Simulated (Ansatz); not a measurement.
Rows from a G0W0 calculation on WSeS (P-3m1) (Ansatz 0.2.0; G0W0 on LDA, plane waves, PAW; 9×9×2 mesh, 1238 empty bands, screening to 270 eV, hard PAW files), in eV. Spin-orbit coupling is left out.

```csv
row,k,band,start,Σx,Σc at the solution,Vxc
A,Γ,c1,14.872,-13.829,-4.546,-18.621
B,"(0.111, 0.222, 0.000)",v1,11.216,-19.172,0.964,-17.897
C,"(0.111, 0.222, 0.000)",c1,13.538,-12.958,-4.038,-17.197
D,Γ,v2,11.537,-17.743,0.606,-16.873
E,Γ,v1,12.408,-19.194,0.184,-18.744
F,"(0.111, 0.222, 0.000)",c2,14.172,-14.144,-4.405,-18.771
```

Q: Give the quasiparticle energies and the shift of each level.

The quasiparticle equation reads E = start + Σx + Σc(E) − Vxc.

```csv
row,E (eV),shift (eV)
A,15.118,+0.245
B,10.904,−0.312
C,13.738,+0.200
D,11.274,−0.264
E,12.143,−0.266
F,14.394,+0.223
```

The gap over the computed points goes from 1.13 eV to 1.60 eV.

Limits: not at the basis limit; no spin-orbit coupling.

[Paths, hosts, dates, memory and timing lines, banners, echoed tables and standing remarks are left out of the program output.]

[Logs are printed without paths, hosts, clocks, repeated set-up lines and the standing remarks that a program may print on its own settings, such as how far it seeks lower states.]

[Runs of the session that timed out or met a known fault of the program may be left out.]

[Cells called generated may have been cut or substituted from an entry of the Crystallography Open Database or the Materials Project.]

[Hosts, paths, dates, database ids (printed as entryN), source tags and the programs' standing remarks are cut or masked in the printed files.]
